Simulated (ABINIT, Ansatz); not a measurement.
# SiTe2 (P-6m2): phonons by linear response, part 2 of 4

How does SiTe2 (P-6m2) vibrate, and is this structure a minimum?

ABINIT 10.8.3; DFT LDA, scalar-relativistic, plane waves, HGH norm-conserving pseudopotentials.

So far. Step 2 (Relaxation): The volume changes by +0.9 % from the cell with which this run began.

## 4. Linear response at Γ

At q = 0 one unit cell holds all displacements. The response is solved for single atoms along the cell's directions, and symmetry skips those that follow from others. The crystal is treated as a metal, which screens a static field, so no field response is asked.

Contents of dfpt_gamma.abi:

```

# common to the responses
getwfk_filepath "gso_WFK"
kptopt 2
nqpt 1
qpt 0.0 0.0 0.0
asr 0
chneut 0

# displacements
rfphon 1
rfatpol 1 3
rfdir 1 1 1
tolvrs 1.0d-10
prtwf 0

# basis, mesh and filling
ecut 20.0
ixc 7
ngkpt 12 12 1
nshiftk 1
shiftk 0.0 0.0 0.0
istwfk *1
occopt 7
tsmear 0.01
nband 14
nstep 100
diemac 1000000.0
prtebands 0
prtgsr 0
useylm 1

# cell and atoms
acell 3*1.0 Angstrom
rprim 
    3.50895102 0.0 0.0
    -1.75447551 3.038840724 0.0
    0.0 0.0 16.60000001
ntypat 2
znucl 14 52
natom 3
typat 1 2 2
xred 
    1/3 2/3 0.5
    2/3 1/3 0.6132238463
    2/3 1/3 0.3867761537
pp_dirpath "./pseudo"
pseudos "Si.hgh, Te.hgh"
```

On the command line:

```console
$ OMP_NUM_THREADS=1 mpirun -n 4 abinit dfpt_gamma.abi > dfpt_gamma.log
```

Numbers of over 12 decimals in the logs are rounded to 6 here.

dfpt_gamma.abo, the main output file:

```text
[banners, grids, parts of the stress and lines that vanish by symmetry left out]
- input  file    -> dfpt_gamma.abi
- output file    -> dfpt_gamma.abo
- root for input  files -> dfpt_gammai
- root for output files -> dfpt_gammao

 Symmetries : space group P-6 m 2 (#187); Bravais hP (primitive hexag.)
================================================================================
 Values of the parameters that define the memory need of the present run (RF).
     intxc =       0      iscf =       7    lmnmax =      14     lnmax =       6
     mgfft =     128  mpssoang =       3    mqgrid =    6316     natom =       3
  nloc_mem =       1    nspden =       1   nspinor =       1    nsppol =       1
      nsym =      12    n1xccc =       0    ntypat =       2    occopt =       7
   xclevel =       1
-    mband =          14        mffmem =           1         mkmem =          19
-   mkqmem =          19        mk1mem =          19           mpw =        5141
      nfft =      115200          nkpt =          74
- my_mband =          14
================================================================================
================================================================================

--------------------------------------------------------------------------------
------------- Echo of variables that govern the present computation ------------
--------------------------------------------------------------------------------
-
- outvars: echo of selected default values
-   iomode0 =  0 , fftalg0 =312 , wfoptalg0 =  0
-
- outvars: echo of global parameters not present in the input file
-  max_nthreads =    1
-
 -outvars: echo values of preprocessed input variables
 [... echo left out ...]
================================================================================

 chkinp: Checking input parameters for consistency.

[...]
== DATASET  1 ==================================================================
-   mpi_nproc: 4, omp_nthreads: 1 (-1 if OMP is not activated)

--- !DatasetInfo
iteration_state: {dtset: 1, }
dimensions: {natom: 3, nkpt: 74, mband: 14, nsppol: 1, nspinor: 1, nspden: 1, mpw: 5141, }
cutoff_energies: {ecut:  20.0, pawecutdg:  -1.0, }
electrons: {nelect:   1.60000000E+01, charge:   0.00000000E+00, occopt:   7.00000000E+00, tsmear:   1.00000000E-02, }
meta: {optdriver: 1, rfphon: 1, }
...

 mkfilename: getwfk from: gso_WFK

 Exchange-correlation functional for the present dataset will be:
  LDA: Perdew-Wang 92 LSD fit to Ceperley-Alder data - ixc=7
 Citation for XC functional:
  J.P.Perdew and Y.Wang, PRB 45, 13244 (1992)

 Real(R)+Recip(G) space primitive vectors, cartesian coordinates (Bohr,Bohr^-1):
 R(1)=  6.6309564  0.0000000  0.0000000  G(1)=  0.1508078  0.0870689  0.0000000
 R(2)= -3.3154782  5.7425767  0.0000000  G(2)=  0.0000000  0.1741379  0.0000000
 R(3)=  0.0000000  0.0000000 31.3694537  G(3)=  0.0000000  0.0000000  0.0318781
 Unit cell volume ucvol=  1.1945104E+03 bohr^3
 Angles (23,13,12)=  9.00000000E+01  9.00000000E+01  1.20000000E+02 degrees
 setup1 : take into account q-point for computing boxcut.

 getcut: wavevector=  0.0000  0.0000  0.0000  ngfft=  30  30 128
         ecut(hartree)=     20.000   => boxcut(ratio)=   2.02686

--- Pseudopotential description ------------------------------------------------
- pspini: atom type   1  psp file is ./pseudo/Si.hgh

- pspini: atom type   2  psp file is ./pseudo/Te.hgh

   1.21863464E+03                                ecore*ucvol(ha*bohr**3)
--------------------------------------------------------------------------------

 ==>  initialize data related to q vector <==

 The list of irreducible perturbations for this q vector is:
    1)    idir= 1    ipert=   1
    2)    idir= 3    ipert=   1
    3)    idir= 1    ipert=   2
    4)    idir= 3    ipert=   2

[...]
The perturbation idir=   2  ipert=   1 is
 symmetric of a previously calculated perturbation.
 So, its SCF calculation is not needed.

 The perturbation idir=   2  ipert=   2 is
 symmetric of a previously calculated perturbation.
 So, its SCF calculation is not needed.

 The perturbation idir=   1  ipert=   3 is
 symmetric of a previously calculated perturbation.
 So, its SCF calculation is not needed.

 The perturbation idir=   2  ipert=   3 is
 symmetric of a previously calculated perturbation.
 So, its SCF calculation is not needed.

 The perturbation idir=   3  ipert=   3 is
 symmetric of a previously calculated perturbation.
 So, its SCF calculation is not needed.

--------------------------------------------------------------------------------
 Perturbation wavevector (in red.coord.)   0.000000  0.000000  0.000000
 Perturbation : displacement of atom   1   along direction   1
 Found     2 symmetries that leave the perturbation invariant.

[...]
dfpt_looppert : total number of electrons, from k and k+q
  fully or partially occupied states are    1.600000E+01 and    1.600000E+01.
 Initialisation of the first-order wave-functions :
  ireadwf=   0

--- !BeginCycle
iteration_state: {dtset: 1, }
solver: {iscf: 7, nstep: 100, nline: 4, wfoptalg: 0, }
tolerances: {tolvrs: 1.00E-10, }
...

     iter   2DEtotal(Ha)        deltaE(Ha) residm    vres2
-ETOT  1   7.410110     -5.074E+01 1.030E+00 9.676E+03
 ETOT  2   1.211313     -6.199E+00 5.978E-02 2.800E+01
 ETOT  3   1.188637     -2.268E-02 9.669E-04 5.581E-01
 ETOT  4   1.188379     -2.577E-04 5.112E-05 3.011E-03
 ETOT  5   1.188377     -2.093E-06 3.772E-06 1.426E-04
[...]
At SCF step   14       vres2   =  5.24E-11 < tolvrs=  1.00E-10 =>converged.
[...]
Mean square residual over all n,k,spin=   18.364E-19; max=  50.690E-17

 Thirteen components of 2nd-order total energy (hartree) are
 1,2,3: 0th-order hamiltonian combined with 1st-order wavefunctions
     kin0=   7.34092940E+01 eigvalue=   6.21540446E+00  local=  -7.46931442E+01
 4,5,6: 1st-order hamiltonian combined with 1st and 0th-order wfs
 loc psp =   5.31571573E+01  Hartree=   9.24544983E+00     xc=  -5.57800063E+00
 note that "loc psp" includes a xc core correction that could be resolved
 7,8,9: eventually, occupation + non-local contributions
    edocc=   3.36433014E+00     enl0=   4.50029560E+01   enl1=  -1.67089736E+02
 1-9 gives the relaxation energy (to be shifted if some occ is /=2.0)
   erelax=  -5.69662896E+01
 10,11,12 Non-relaxation  contributions : frozen-wavefunctions and Ewald
 fr.local=  -3.58068526E+01 fr.nonlo=   8.40397908E+01  Ewald=   9.92172853E+00
 13,14 Frozen wf xc core corrections (1) and (2)
 frxc 1  =   0.00000000E+00  frxc 2 =   0.00000000E+00
 Resulting in :
 2DEtotal=    0.1188377154E+01 Ha. Also 2DEtotal=    0.323373897438E+02 eV
    (2DErelax=   -5.6966289600E+01 Ha. 2DEnonrelax=    5.8154666754E+01 Ha)
    (  non-var. 2DEtotal :    1.1883771537E+00 Ha)

[...]
Perturbation wavevector (in red.coord.)   0.000000  0.000000  0.000000
 Perturbation : displacement of atom   1   along direction   3
 Found     6 symmetries that leave the perturbation invariant.

[...]
dfpt_looppert : total number of electrons, from k and k+q
  fully or partially occupied states are    1.600000E+01 and    1.600000E+01.
 Initialisation of the first-order wave-functions :
  ireadwf=   0

--- !BeginCycle
iteration_state: {dtset: 1, }
solver: {iscf: 7, nstep: 100, nline: 4, wfoptalg: 0, }
tolerances: {tolvrs: 1.00E-10, }
...

     iter   2DEtotal(Ha)        deltaE(Ha) residm    vres2
-ETOT  1   106692.72453383      1.046E+05 1.865E+02 2.425E+09
[...]
At SCF step   25       vres2   =  8.12E-11 < tolvrs=  1.00E-10 =>converged.
[...]
Mean square residual over all n,k,spin=   37.456E-19; max=  32.430E-17

 Thirteen components of 2nd-order total energy (hartree) are
 1,2,3: 0th-order hamiltonian combined with 1st-order wavefunctions
     kin0=   1.68364491E+03 eigvalue=   1.49716961E+02  local=  -1.68707021E+03
 4,5,6: 1st-order hamiltonian combined with 1st and 0th-order wfs
 loc psp =  -2.66664894E+02  Hartree=   9.02642760E+02     xc=  -1.40779250E+02
 note that "loc psp" includes a xc core correction that could be resolved
 7,8,9: eventually, occupation + non-local contributions
    edocc=   1.28817987E+02     enl0=   9.92752047E+02   enl1=  -3.79278552E+03
 1-9 gives the relaxation energy (to be shifted if some occ is /=2.0)
   erelax=  -2.02972521E+03
 10,11,12 Non-relaxation  contributions : frozen-wavefunctions and Ewald
 fr.local=   7.95257131E+01 fr.nonlo=   1.92651191E+03  Ewald=   5.28088737E+01
 13,14 Frozen wf xc core corrections (1) and (2)
 frxc 1  =   0.00000000E+00  frxc 2 =   0.00000000E+00
 Resulting in :
 2DEtotal=    0.2912128934E+02 Ha. Also 2DEtotal=    0.792430652320E+03 eV
    (2DErelax=   -2.0297252068E+03 Ha. 2DEnonrelax=    2.0588464961E+03 Ha)
    (  non-var. 2DEtotal :    2.9121289310E+01 Ha)

[...]
Perturbation wavevector (in red.coord.)   0.000000  0.000000  0.000000
 Perturbation : displacement of atom   2   along direction   1
 The set of symmetries contains only one element for this perturbation.

[...]
dfpt_looppert : total number of electrons, from k and k+q
  fully or partially occupied states are    1.600000E+01 and    1.600000E+01.
 Initialisation of the first-order wave-functions :
  ireadwf=   0

--- !BeginCycle
iteration_state: {dtset: 1, }
solver: {iscf: 7, nstep: 100, nline: 4, wfoptalg: 0, }
tolerances: {tolvrs: 1.00E-10, }
...

     iter   2DEtotal(Ha)        deltaE(Ha) residm    vres2
-ETOT  1   8.987879     -1.305E+02 7.278E-01 1.447E+04
[...]
At SCF step   17       vres2   =  1.48E-11 < tolvrs=  1.00E-10 =>converged.
[...]
Mean square residual over all n,k,spin=   46.248E-19; max=  59.182E-17

 Thirteen components of 2nd-order total energy (hartree) are
 1,2,3: 0th-order hamiltonian combined with 1st-order wavefunctions
     kin0=   1.26749619E+02 eigvalue=   1.33957836E+01  local=  -3.72409905E+01
 4,5,6: 1st-order hamiltonian combined with 1st and 0th-order wfs
 loc psp =  -1.52025517E+02  Hartree=   1.87607594E+01     xc=  -1.26878444E+01
 note that "loc psp" includes a xc core correction that could be resolved
 7,8,9: eventually, occupation + non-local contributions
    edocc=   6.95059893E+00     enl0=   2.29050527E+01   enl1=  -1.25640441E+02
 1-9 gives the relaxation energy (to be shifted if some occ is /=2.0)
   erelax=  -1.38832979E+02
 10,11,12 Non-relaxation  contributions : frozen-wavefunctions and Ewald
 fr.local=   7.21393995E+01 fr.nonlo=   6.27314252E+01  Ewald=   4.59728631E+00
 13,14 Frozen wf xc core corrections (1) and (2)
 frxc 1  =   0.00000000E+00  frxc 2 =   0.00000000E+00
 Resulting in :
 2DEtotal=    0.6351317408E+00 Ha. Also 2DEtotal=    0.172828151173E+02 eV
    (2DErelax=   -1.3883297921E+02 Ha. 2DEnonrelax=    1.3946811095E+02 Ha)
    (  non-var. 2DEtotal :    6.3513173678E-01 Ha)

[...]
Perturbation wavevector (in red.coord.)   0.000000  0.000000  0.000000
 Perturbation : displacement of atom   2   along direction   3
 Found     6 symmetries that leave the perturbation invariant.

--------------------------------------------------------------------------------

--------------------------------------------------------------------------------

 dfpt_looppert : total number of electrons, from k and k+q
  fully or partially occupied states are    1.600000E+01 and    1.600000E+01.
 Initialisation of the first-order wave-functions :
  ireadwf=   0

--- !BeginCycle
iteration_state: {dtset: 1, }
solver: {iscf: 7, nstep: 100, nline: 4, wfoptalg: 0, }
tolerances: {tolvrs: 1.00E-10, }
...

     iter   2DEtotal(Ha)        deltaE(Ha) residm    vres2
-ETOT  1   72184.918582866      6.736E+04 1.803E+02 1.603E+09
[...]
ETOT 40   44.112471756026     -3.893E-10 6.635E-15 2.678E-10
 ETOT 41   44.112471756249      2.237E-10 5.066E-16 1.410E-11

 At SCF step   41       vres2   =  1.41E-11 < tolvrs=  1.00E-10 =>converged.
[...]
Mean square residual over all n,k,spin=   52.181E-19; max=  50.655E-17

 Thirteen components of 2nd-order total energy (hartree) are
 1,2,3: 0th-order hamiltonian combined with 1st-order wavefunctions
     kin0=   2.93716479E+03 eigvalue=   3.14893727E+02  local=  -8.76144426E+02
 4,5,6: 1st-order hamiltonian combined with 1st and 0th-order wfs
 loc psp =  -6.66159763E+03  Hartree=   1.96944184E+03     xc=  -3.51614893E+02
 note that "loc psp" includes a xc core correction that could be resolved
 7,8,9: eventually, occupation + non-local contributions
    edocc=   2.57663061E+02     enl0=   5.34052925E+02   enl1=  -2.90931641E+03
 1-9 gives the relaxation energy (to be shifted if some occ is /=2.0)
   erelax=  -4.78545702E+03
 10,11,12 Non-relaxation  contributions : frozen-wavefunctions and Ewald
 fr.local=   2.96058319E+03 fr.nonlo=   1.45362785E+03  Ewald=   4.15358455E+02
 13,14 Frozen wf xc core corrections (1) and (2)
 frxc 1  =   0.00000000E+00  frxc 2 =   0.00000000E+00
 Resulting in :
 2DEtotal=    0.4411247176E+02 Ha. Also 2DEtotal=    0.120036150722E+04 eV
    (2DErelax=   -4.7854570222E+03 Ha. 2DEnonrelax=    4.8295694939E+03 Ha)
    (  non-var. 2DEtotal :    4.4112471442E+01 Ha)

[...]
---- first-order wavefunction calculations are completed ----

 ==> Compute Derivative Database <==

 [... matrices left out ...]
  Phonon wavevector (reduced coordinates) :  0.00000  0.00000  0.00000
 Phonon energies in Hartree :
  -2.138740E-06 -9.290778E-07 -9.290734E-07  2.571110E-04  2.571110E-04
   5.673070E-04  7.655111E-04  7.655111E-04  8.010316E-04
 Phonon frequencies in cm-1    :
- -4.693991E-01 -2.039090E-01 -2.039080E-01  5.642934E+01  5.642934E+01
-  1.245095E+02  1.680103E+02  1.680103E+02  1.758061E+02

== END DATASET(S) ==============================================================
================================================================================

 -outvars: echo values of variables after computation
            acell      1.8897261259E+00  1.8897261259E+00  1.8897261259E+00 Bohr
           etotal      4.4112471756E+01
            fcart      0.0000000000E+00  0.0000000000E+00  0.0000000000E+00
           strten      0.0000000000E+00  0.0000000000E+00  0.0000000000E+00
================================================================================
```

It took 3.3 min on 4 MPI ranks of Arm Neoverse V1, shared host.

Numbers from this step:

```yaml
largest_acoustic_frequency_at_the_zone_centre_before_the_sum_rule: -0.47 cm⁻¹
highest_optical_zone_centre_mode_no_lo_to_term: 175.8 cm⁻¹
lowest_optical_zone_centre_mode: 56.43 cm⁻¹
```

The acoustic modes at Γ come out as far as 0.5 cm⁻¹ from zero, where they should vanish, a small numerical error.

(Part 2 of 4 ends here.)

[Host names and launcher messages were left out of these logs when they were recorded.]

[Logs are printed without paths, hosts, clocks, repeated set-up lines and the standing remarks that a program may print on its own settings, such as how far it seeks lower states.]

[Hosts, paths, dates, database ids (printed as entryN), source tags and the programs' standing remarks are cut or masked in the printed files.]
